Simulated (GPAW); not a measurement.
**TaSi2N4 monolayer: simulated STM images**

Wanted: filled- and empty-state images of TaSi2N4 monolayer, with its work function.

Program: GPAW 26.7.0. Level of theory: GPAW, PAW setups; layer in a repeated cell with vacuum, relaxation of atoms and in-plane cell, in the first sound run; inputs show where later runs differ. Results are calculated unless marked as measured.

Report form: the programs' logs are mostly left out.

## (1) The structure

The cell holds 7 atoms: 4 N, 2 Si and 1 Ta. Cell: a = 2.920 Å, b = 2.920 Å, c = 23.328 Å, α = 90.0°, β = 90.0°, γ = 120.0°. Vacuum lies along c.

Structure file:

```cif
data_structure
_symmetry_space_group_name_H-M 'P 1'
_symmetry_Int_Tables_number 1
_cell_length_a 2.9200
_cell_length_b 2.9200
_cell_length_c 23.3276
_cell_angle_alpha 90.000
_cell_angle_beta 90.000
_cell_angle_gamma 120.000
_cell_volume 172.25
loop_
_atom_site_label
_atom_site_type_symbol
_atom_site_fract_x
_atom_site_fract_y
_atom_site_fract_z
_atom_site_occupancy
N1 N 0.00000 0.00000 0.34294 1
Si2 Si 0.33333 0.66667 0.36306 1
N3 N 0.33333 0.66667 0.43808 1
Ta4 Ta 0.00000 0.00000 0.50000 1
N5 N 0.33333 0.66667 0.56192 1
Si6 Si 0.33333 0.66667 0.63694 1
N7 N 0.00000 0.00000 0.65706 1
```

## (2) Relaxing the atoms

The atoms are relaxed first, since the surface dipole, and with it the work function, follows the positions of the outer layers.

run.py reads:

```python
import json
import numpy as np
from ase import Atoms
from ase.filters import FrechetCellFilter
from ase.optimize import BFGS
from gpaw import GPAW, PW

slab = Atoms(
    ['N', 'Si', 'N', 'Ta', 'N', 'Si', 'N'],
    positions=[
        [0.00000, 0.00000, 8.00000],
        [-0.00000, 1.68586, 8.46943],
        [-0.00000, 1.68586, 10.21943],
        [0.00000, 0.00000, 11.66382],
        [-0.00000, 1.68586, 13.10822],
        [-0.00000, 1.68586, 14.85822],
        [0.00000, 0.00000, 15.32765]],
    cell=[[2.92, 0.0, 0.0], [-1.46, 2.52879, 0.0], [0.0, 0.0, 23.3276]],
    pbc=[True, True, True],
    magmoms=[0.0, 0.0, 0.0, 1.0, 0.0, 0.0, 0.0])

slab.calc = GPAW(mode=PW(600), xc='PBE', kpts={'size': (12, 12, 1), 'gamma': True},
                 occupations={'name': 'fermi-dirac', 'width': 0.05}, nbands='200%',
                 convergence={'density': 1e-05}, maxiter=200,
                 symmetry={'tolerance': 1e-3}, txt='slab.txt')
result = {}
# The in-plane cell is free; stress needs a cell that repeats along all three vectors
path = []
opt = BFGS(FrechetCellFilter(slab, mask=[1, 1, 0, 0, 0, 1]), maxstep=0.2)
opt.attach(lambda: path.append((slab.get_potential_energy(), slab.positions.tolist(), slab.get_forces().tolist())))
result['relaxed'] = bool(opt.run(fmax=0.02, steps=45))
result['path'] = path
result['cell'] = slab.cell.tolist()
print('in-plane lattice', slab.cell.cellpar().round(4)[[0, 1, 5]])
energy = slab.get_potential_energy()
fermi = slab.calc.get_fermi_level()
v = slab.calc.get_electrostatic_potential().mean((0, 1)) - fermi
n = slab.calc.get_pseudo_density().mean((0, 1))
L = slab.cell[2, 2]
z = np.arange(len(v)) * L / len(v)
low, high = slab.positions[:, 2].min(), slab.positions[:, 2].max()
below, above = np.interp([low - 5.8, high + 5.8], z, v)
slopes = [np.interp(x, z, np.gradient(v, z)) for x in (low - 5.8, high + 5.8)]
eps = np.array([[slab.calc.get_eigenvalues(k, s) for k in range(len(slab.calc.get_ibz_k_points()))]
                for s in range(slab.calc.get_number_of_spins())]) - fermi
top, bottom = eps[eps < 0].max(), eps[eps > 0].min()
dipole = slab.get_dipole_moment()[2]
print(f'energy {energy:.4f} eV, Fermi level {fermi:.4f} eV, dipole {dipole:.5f} e A')
print(f'potential 5.8 A off the faces, from the Fermi level: lower {below:.4f} eV, upper {above:.4f} eV')
print(f'slope of the potential there: lower {slopes[0]:.5f}, upper {slopes[1]:.5f} eV/A')
print(f'nearest levels on the mesh: {top:.4f} and {bottom:.4f} eV')
print('magnetic moment', round(slab.get_magnetic_moment(), 3))
result.update(energy=energy, fermi=fermi, dipole=dipole, below=below, above=above, slopes=slopes, edges=[top, bottom],
              z=z.tolist(), v=v.tolist(), n=n.tolist(), positions=slab.positions.tolist(),
              forces=slab.get_forces(apply_constraint=False).tolist(), moments=slab.get_magnetic_moments().tolist())
json.dump(result, open('result.json', 'w'))
```

On the command line:

```
$ OMP_NUM_THREADS=1 OPENBLAS_NUM_THREADS=1 python run.py
```

The job ended after 52 min (1 thread of Arm Neoverse V1, shared host; peak memory 0.8 GiB).

Numbers from this step:

```yaml
dipole_along_the_normal: 8.21e-4 e·Å
levels_nearest_the_fermi_level_on_the_mesh: -0.02463, 0.01690 eV from the Fermi level
site_moments: 0.003695, 0.006527, 0.004921, 0.4171, 0.004921, 0.006527, 0.003695 μB
sum_of_the_site_moments: 0.4474 μB
```

The electrostatic potential energy of an electron (without an applied field's), less the Fermi level, planar mean oscillates, so the rows of the table below give means over windows of 1.04 Å about each position, cut where the curve ends. Its maxima inside the range that stand out by 2 % of the span (Å: eV): 9.8: 0.164, 10.8: -8.13, 12.5: -8.13, 13.6: 0.158. Its minima: 8.2: -22.8, 10.5: -12.5, 11.7: -27.5, 12.9: -12.5, 15.1: -22.8.

The electrostatic potential energy of an electron (without an applied field's), less the Fermi level, planar mean by z; means over each step:

z (Å), electrostatic potential energy of an electron (without an applied field's), less the Fermi level, planar mean (eV) and a bar from the least value:
```
     0.52        5.4 ##############################
     1.56        5.4 ##############################
     2.60        5.4 ##############################
     3.64        5.4 ##############################
     4.68        5.4 ##############################
     5.72        5.4 ##############################
     6.76        4.7 #############################
     7.80       -9.6 ############
     8.84      -15.0 ######
     9.88       -3.5 ###################
    10.92      -12.9 ########
    11.96      -19.9 
    13.00       -7.5 ###############
    14.04       -6.4 ################
    15.08      -18.5 ##
    16.12        2.3 ##########################
    17.16        5.3 ##############################
    18.20        5.4 ##############################
    19.24        5.4 ##############################
    20.28        5.4 ##############################
    21.32        5.4 ##############################
    22.36        5.4 ##############################
```

The pseudo valence density, planar mean oscillates, so the rows of the table below give means over windows of 1 Å about each position, cut where the curve ends. Its maxima inside the range that stand out by 2 % of the span (Å: e/Å³): 8.1: 0.855, 10.5: 0.773, 11.8: 1.51, 12.8: 0.773, 15.2: 0.855. Its minima: 9.3: 0.239, 10.9: 0.665, 12.4: 0.665, 14.0: 0.239.

Table of pseudo valence density, planar mean by z; means over each step:

| z (Å) | pseudo valence density, planar mean (e/Å³) |
| --- | --- |
| 5 | 1.3e-4 |
| 6 | 0.00344 |
| 7 | 0.0949 |
| 8 | 0.687 |
| 9 | 0.353 |
| 10 | 0.516 |
| 11 | 0.849 |
| 12 | 1.08 |
| 13 | 0.655 |
| 14 | 0.287 |
| 15 | 0.695 |
| 16 | 0.246 |
| 17 | 0.0102 |
| 18 | 3.9e-4 |
| 19 | 1.6e-5 |

Site moment by atom:

| atom | site moment (μB) |
| --- | --- |
| N1 | 0.004 |
| Si2 | 0.007 |
| N3 | 0.005 |
| Ta4 | 0.417 |
| N5 | 0.005 |
| Si6 | 0.007 |
| N7 | 0.004 |

The relaxation lowered the energy of the cell by 0.743 eV (energies extrapolated to zero smearing; the optimiser's log prints free energies). The largest force left on a free atom is 0.015 eV/Å.

## (3) Plane waves, PBE

The work function is the vacuum plateau of the electrostatic potential less the Fermi level; a dipole layer lets the two faces have plateaus of their own.

This step: GPAW, PAW setups; slab in vacuum (GPAW 26.7.0).

The cell differs from the one that the last finished run ended in (c 23.328 → 23.101 Å).

run.py reads:

```python
import json
import numpy as np
from ase import Atoms
from ase.dft.stm import STM
from gpaw import GPAW, PW

slab = Atoms(
    ['N', 'Si', 'N', 'Ta', 'N', 'Si', 'N'],
    positions=[
        [-0.00000, 0.00000, 8.00000],
        [-0.00000, 1.69716, 8.51853],
        [-0.00000, 1.69716, 10.27976],
        [0.00000, -0.00000, 11.55038],
        [-0.00000, 1.69716, 12.82102],
        [-0.00000, 1.69716, 14.58225],
        [-0.00000, -0.00000, 15.10078]],
    cell=[[2.93957, 0.0, 0.0], [-1.46979, 2.54574, 0.0], [0.0, 0.0, 23.1008]],
    pbc=[True, True, False],
    magmoms=[0.0, 0.0, 0.0, 1.0, 0.0, 0.0, 0.0])

slab.calc = GPAW(mode=PW(500), xc='PBE', kpts={'size': (12, 12, 1), 'gamma': True},
                 occupations={'name': 'fermi-dirac', 'width': 0.05}, nbands='200%',
                 convergence={'density': 1e-05}, maxiter=200,
                 poissonsolver={'dipolelayer': 'xy'},
                 symmetry={'tolerance': 1e-3}, txt='slab.txt')
result = {}
energy = slab.get_potential_energy()
fermi = slab.calc.get_fermi_level()
v = slab.calc.get_electrostatic_potential().mean((0, 1)) - fermi
n = slab.calc.get_pseudo_density().mean((0, 1))
L = slab.cell[2, 2]
z = np.arange(len(v)) * L / len(v)
low, high = slab.positions[:, 2].min(), slab.positions[:, 2].max()
below, above = np.interp([low - 5.8, high + 5.8], z, v)
slopes = [np.interp(x, z, np.gradient(v, z)) for x in (low - 5.8, high + 5.8)]
eps = np.array([[slab.calc.get_eigenvalues(k, s) for k in range(len(slab.calc.get_ibz_k_points()))]
                for s in range(slab.calc.get_number_of_spins())]) - fermi
top, bottom = eps[eps < 0].max(), eps[eps > 0].min()
dipole = slab.get_dipole_moment()[2]
print(f'energy {energy:.4f} eV, Fermi level {fermi:.4f} eV, dipole {dipole:.5f} e A')
print(f'potential 5.8 A off the faces, from the Fermi level: lower {below:.4f} eV, upper {above:.4f} eV')
print(f'slope of the potential there: lower {slopes[0]:.5f}, upper {slopes[1]:.5f} eV/A')
print(f'nearest levels on the mesh: {top:.4f} and {bottom:.4f} eV')
print('magnetic moment', round(slab.get_magnetic_moment(), 3))
result.update(energy=energy, fermi=fermi, dipole=dipole, below=below, above=above, slopes=slopes, edges=[top, bottom],
              z=z.tolist(), v=v.tolist(), n=n.tolist(), positions=slab.positions.tolist(),
              forces=slab.get_forces(apply_constraint=False).tolist(), moments=slab.get_magnetic_moments().tolist())

# Images need the states of the whole zone, up to time reversal
slab.calc = slab.calc.fixed_density(symmetry={'point_group': False}, txt='states.txt', nbands='290%',
                                    convergence={'bands': 'CBM+1.8'})
stm = STM(slab)
result['stm'] = []
for bias in [-2.0, -1.0, 1.5]:
    height = high + 3.0
    current = stm.get_averaged_current(bias, height)
    x, y, h = stm.scan(bias, current)
    i, f = divmod(height / L * stm.ldos.shape[2], 1)
    I = abs((1 - f) * stm.ldos[:, :, int(i)] + f * stm.ldos[:, :, int(i) + 1])
    print(f'bias {bias} V: mean current at 3.0 A {current:.4e}, corrugation {np.ptp(h):.4f} A')
    result['stm'].append(dict(bias=bias, current=current, h=(h - high).tolist(), I=I.tolist()))
json.dump(result, open('result.json', 'w'))
```

Elapsed: 9.8 min, on 1 thread; peak memory 1.1 GiB.

This step gave:

```yaml
dipole_along_the_normal: -4.71e-4 e·Å
levels_nearest_the_fermi_level_on_the_mesh: -0.01859, 0.01201 eV from the Fermi level
upper_work_function: 5.408 eV
lower_work_function: 5.398 eV
site_moments: 0.003586, 0.006404, 0.004714, 0.4048, 0.004714, 0.006404, 0.003586 μB
corrugation_minus_2: 0.4446 Å
corrugation_minus_1: 0.3789 Å
corrugation_1p5: 0.1662 Å
sum_of_the_site_moments: 0.4343 μB
```

The electrostatic potential energy of an electron (without an applied field's), less the Fermi level, planar mean oscillates, so the rows of the table below give means over windows of 1.06 Å about each position, cut where the curve ends. Its maxima inside the range that stand out by 2 % of the span (Å: eV): 9.6: 0.175, 10.7: -8.14, 12.4: -8.14, 13.5: 0.181. Its minima: 8.1: -22.8, 10.3: -12.7, 11.6: -27.5, 12.8: -12.7, 15.0: -22.8.

Electrostatic potential energy of an electron (without an applied field's), less the Fermi level, planar mean against z; means over each step:

| z (Å) | electrostatic potential energy of an electron (without an applied field's), less the Fermi level, planar mean (eV) |
| --- | --- |
| 0.53 | 5.40 |
| 1.59 | 5.40 |
| 2.65 | 5.40 |
| 3.71 | 5.40 |
| 4.77 | 5.39 |
| 5.83 | 5.34 |
| 6.89 | 3.80 |
| 7.95 | -15.5 |
| 9.01 | -9.50 |
| 10.07 | -6.32 |
| 11.13 | -17.8 |
| 12.19 | -14.3 |
| 13.25 | -4.39 |
| 14.31 | -13.8 |
| 15.37 | -10.7 |
| 16.43 | 4.63 |
| 17.49 | 5.38 |
| 18.55 | 5.40 |
| 19.61 | 5.41 |
| 20.67 | 5.41 |
| 21.73 | 5.41 |
| 22.79 | 5.41 |

The pseudo valence density, planar mean oscillates, so the rows of the table below give means over windows of 1 Å about each position, cut where the curve ends. Its maxima inside the range that stand out by 2 % of the span (Å: e/Å³): 8.1: 0.860, 10.4: 0.770, 11.6: 1.55, 12.7: 0.770, 15.0: 0.860. Its minima: 9.2: 0.239, 10.8: 0.665, 12.3: 0.665, 13.9: 0.239.

Table of pseudo valence density, planar mean by z; means over each step:

| z (Å) | pseudo valence density, planar mean (e/Å³) |
| --- | --- |
| 4 | 1.0e-5 |
| 5 | 2.0e-4 |
| 6 | 0.00503 |
| 7 | 0.133 |
| 8 | 0.715 |
| 9 | 0.317 |
| 10 | 0.569 |
| 11 | 0.927 |
| 12 | 0.998 |
| 13 | 0.615 |
| 14 | 0.297 |
| 15 | 0.711 |
| 16 | 0.184 |
| 17 | 0.00711 |
| 18 | 2.7e-4 |
| 19 | 1.3e-5 |

Tip height over the top atom over a1 and a2. Sample bias -2 V, constant current at the mean current 3.0 Å over the top atom.

Ten even steps from '0' (2.78 Å) to '9' (3.22 Å):
```
9987654334567899
9876543334567899
8765433334567888
7654322234567777
6543222234566666
5433222334555455
3333223333333333
2333333322222222
3444444322111122
5555555321000123
6666665321001235
7777765321012356
8888764321123467
9998765322235678
9998765322356789
9998765323567899
```
Columns: a1 from 0 to 0.938; rows upwards: a2 from 0 to 0.938.

Local density of states summed over the bias window over a1 and a2. Sample bias -2 V, constant height 3.0 Å over the top atom.

Ten even steps from '_' (0.44 × 1e-5 arbitrary) to '@' (1.80 × 1e-5 arbitrary):
```
@@@@@@%%##++==::::==++##%%@@@@@@
@@@@%%**++==--::--==++**%%@@@@@@
@@%%**++==--::::--==++**%%@@@@@@
%%##++==--::..::--==++##%%%%%%%%
**++==--::....::--==++**##****##
++==--::......::--==++++++==++++
--::::::::::::::::--------------
::::----------::::::::::::::::::
--============--::..__....__..::
++++++++++++++--::__________::--
**##****##**++--::..____..::--++
%%%%%%%%%%##++--::..__..::--++##
@@@@@@@@%%**==--::____::--==**%%
@@@@@@@@%%**++--::..::--++**%%@@
@@@@@@@@%%##++--::::--++##%%@@@@
@@@@@@@@%%**++--::--++**%%@@@@@@
```
Columns: a1 from 0 to 0.938; rows upwards: a2 from 0 to 0.938.

Tip height over the top atom over a1 and a2. Sample bias -1 V, constant current at the mean current 3.0 Å over the top atom.

Values in Å, 16 rows by 16 columns:
```
3.13 3.12 3.10 3.07 3.06 3.05 3.01 2.97 2.97 3.01 3.05 3.06 3.07 3.10 3.12 3.13
3.12 3.10 3.06 3.06 3.06 3.04 2.99 2.97 2.99 3.04 3.06 3.06 3.06 3.10 3.12 3.13
3.10 3.07 3.06 3.06 3.05 3.01 2.98 2.98 3.01 3.05 3.06 3.06 3.07 3.10 3.11 3.11
3.07 3.06 3.06 3.05 3.02 2.99 2.98 2.99 3.02 3.05 3.06 3.06 3.07 3.08 3.08 3.08
3.04 3.05 3.04 3.01 2.99 2.99 2.99 2.99 3.01 3.04 3.05 3.04 3.04 3.04 3.04 3.04
3.00 3.01 2.99 2.98 2.98 2.99 2.98 2.98 2.99 3.01 3.00 2.97 2.97 2.98 2.97 2.97
2.96 2.97 2.97 2.98 2.99 2.99 2.98 2.97 2.97 2.96 2.93 2.91 2.91 2.91 2.91 2.93
2.95 2.97 2.99 3.01 3.02 3.01 2.99 2.97 2.95 2.92 2.89 2.86 2.86 2.86 2.89 2.92
2.96 3.01 3.04 3.05 3.05 3.04 3.01 2.96 2.92 2.88 2.85 2.80 2.80 2.85 2.88 2.92
3.00 3.05 3.06 3.06 3.06 3.05 3.00 2.93 2.89 2.85 2.78 2.75 2.78 2.85 2.89 2.93
3.04 3.06 3.06 3.06 3.06 3.04 2.97 2.91 2.86 2.80 2.75 2.75 2.80 2.86 2.91 2.97
3.07 3.07 3.06 3.07 3.07 3.04 2.97 2.91 2.86 2.80 2.78 2.80 2.86 2.91 2.97 3.04
3.10 3.10 3.10 3.10 3.08 3.04 2.98 2.91 2.86 2.85 2.85 2.86 2.91 2.98 3.04 3.08
3.12 3.12 3.12 3.11 3.08 3.04 2.97 2.91 2.89 2.88 2.89 2.91 2.97 3.04 3.08 3.11
3.13 3.13 3.13 3.11 3.08 3.04 2.97 2.93 2.92 2.92 2.93 2.97 3.04 3.08 3.11 3.13
3.13 3.13 3.12 3.10 3.07 3.04 3.00 2.96 2.95 2.96 3.00 3.04 3.07 3.10 3.12 3.13
```
Columns: a1 from 0 to 0.938; rows upwards: a2 from 0 to 0.938.

Local density of states summed over the bias window over a1 and a2. Sample bias -1 V, constant height 3.0 Å over the top atom.

Ten even steps from '_' (1.10 × 1e-6 arbitrary) to '@' (3.60 × 1e-6 arbitrary):
```
@@@@%%%%%%##**====**##%%%%%%@@@@
@@%%####%%##++==++##%%####%%@@@@
@@%%######**====**######%%@@@@@@
%%%%%%##**++++++**##%%%%%%%%@@%%
######**++++++++**##############
****++==++++++==++****++++++++++
========++++==========--------==
--==++******++==----::::::::::--
==**########**==--::........::--
**##%%##%%##**==::..______..::==
##%%####%%##++--::..____..::--++
%%%%##%%%%##++--::..__..::--++##
@@%%%%@@%%##++--::....::--++##%%
@@@@@@@@@@##++--::::::--++##@@@@
@@@@@@@@%%##++==----==++##%%@@@@
@@@@@@@@%%##**==--==**##%%@@@@@@
```
Columns: a1 from 0 to 0.938; rows upwards: a2 from 0 to 0.938.

Tip height over the top atom over a1 and a2. Sample bias 1.5 V, constant current at the mean current 3.0 Å over the top atom.

Ten even steps from '0' (2.91 Å) to '9' (3.08 Å):
```
8656786336876568
7567885458876578
7677765567776788
7787754577877787
7886544568877777
6655444556656665
3345555433334433
3356765332222222
3687786321100112
6887886321000123
7777775320000235
7666776420002467
7557776421124677
7678876321236788
8888775322357788
9877776333677778
```
Columns: a1 from 0 to 0.938; rows upwards: a2 from 0 to 0.938.

Local density of states summed over the bias window over a1 and a2. Sample bias 1.5 V, constant height 3.0 Å over the top atom.

Ten even steps from '0' (4.35 × 1e-6 arbitrary) to '9' (6.84 × 1e-6 arbitrary):
```
8767887447887678
7667986568976678
7778876678877788
8898765678988898
7887655678877887
6766555667667776
4456666544445544
3467776432223222
4788887421000012
6898986420000024
7877876420000246
8767877530003577
7667887520025788
7778987421247898
8888876422467888
9877876434678778
```
Columns: a1 from 0 to 0.938; rows upwards: a2 from 0 to 0.938.

Force by atom:

| atom | x (eV/Å) | y (eV/Å) | z (eV/Å) | size |
| --- | --- | --- | --- | --- |
| N1 | 0.000 | 0.000 | -0.123 | 0.123 |
| Si2 | 0.000 | 0.000 | 0.038 | 0.038 |
| N3 | 0.000 | 0.000 | 0.055 | 0.055 |
| Ta4 | 0.000 | 0.000 | 0.000 | 0.000 |
| N5 | 0.000 | 0.000 | -0.055 | 0.055 |
| Si6 | 0.000 | 0.000 | -0.038 | 0.038 |
| N7 | 0.000 | 0.000 | 0.123 | 0.123 |

The potential is flat to 8.6e-4 eV/Å where it is read, so the vacuum is wide enough.

## (4) A changed run

One more run, with changed settings.

run.py: that of step 3 with these lines changed.

```diff
@@ -3,3 +3,2 @@
 from ase import Atoms
-from ase.dft.stm import STM
 from gpaw import GPAW, PW
@@ -22,3 +21,3 @@
                  occupations={'name': 'fermi-dirac', 'width': 0.05}, nbands='200%',
-                 convergence={'density': 1e-05}, maxiter=200,
+                 convergence={'density': 1e-05}, maxiter=6,
                  poissonsolver={'dipolelayer': 'xy'},
@@ -47,16 +46,2 @@
               forces=slab.get_forces(apply_constraint=False).tolist(), moments=slab.get_magnetic_moments().tolist())
-
-# Images need the states of the whole zone, up to time reversal
-slab.calc = slab.calc.fixed_density(symmetry={'point_group': False}, txt='states.txt', nbands='290%',
-                                    convergence={'bands': 'CBM+1.8'})
-stm = STM(slab)
-result['stm'] = []
-for bias in [-2.0, -1.0, 1.5]:
-    height = high + 3.0
-    current = stm.get_averaged_current(bias, height)
-    x, y, h = stm.scan(bias, current)
-    i, f = divmod(height / L * stm.ldos.shape[2], 1)
-    I = abs((1 - f) * stm.ldos[:, :, int(i)] + f * stm.ldos[:, :, int(i) + 1])
-    print(f'bias {bias} V: mean current at 3.0 A {current:.4e}, corrugation {np.ptp(h):.4f} A')
-    result['stm'].append(dict(bias=bias, current=current, h=(h - high).tolist(), I=I.tolist()))
 json.dump(result, open('result.json', 'w'))
```

It took 69 s on 1 thread; peak memory 0.34 GiB.

The run stopped without converging, so none of its numbers is a property of the system.

The fault put into the input: too few SCF iterations (maxiter = 6).

## (5) What came out

```yaml
work_function_upper_and_lower_face: 5.408 and 5.398 eV
dipole_along_the_normal: -4.7e-4 e Å
corrugation_at_minus_2_v: 0.445 Å
corrugation_at_minus_1_v: 0.379 Å
corrugation_at_1p5_v: 0.166 Å as printed, 0.14 Å or less without short-wave noise
```

**Reading.** At 1.5 V GPAW's map carries short-wave noise, which can't be real at this height: without waves under 1.5 Å it spans 0.14 Å against 0.17 Å printed. The reading below uses the filtered value, which may still be too high. The corrugation at constant current is largest at -2 V, where the tip height varies by 0.44 Å over the cell. Negative sample bias images filled states, positive bias empty ones. The images are of Tersoff-Hamann type: an s-wave tip, no tip-sample forces, heights closer than in a microscope. The small printed dipole stands for a step of 11 meV from the lower to the upper face, and the probes find 10 meV; values this small are near the numerical noise of both. One magnetic start was tried; another order may lie lower. The layer's cell and atoms come from the relaxation; spin-orbit coupling and temperature are left out.

[Logs are printed without paths, hosts, clocks, repeated set-up lines and the standing remarks that a program may print on its own settings, such as how far it seeks lower states.]

[Hosts, paths, dates, database ids (printed as entryN), source tags and the programs' standing remarks are cut or masked in the printed files.]
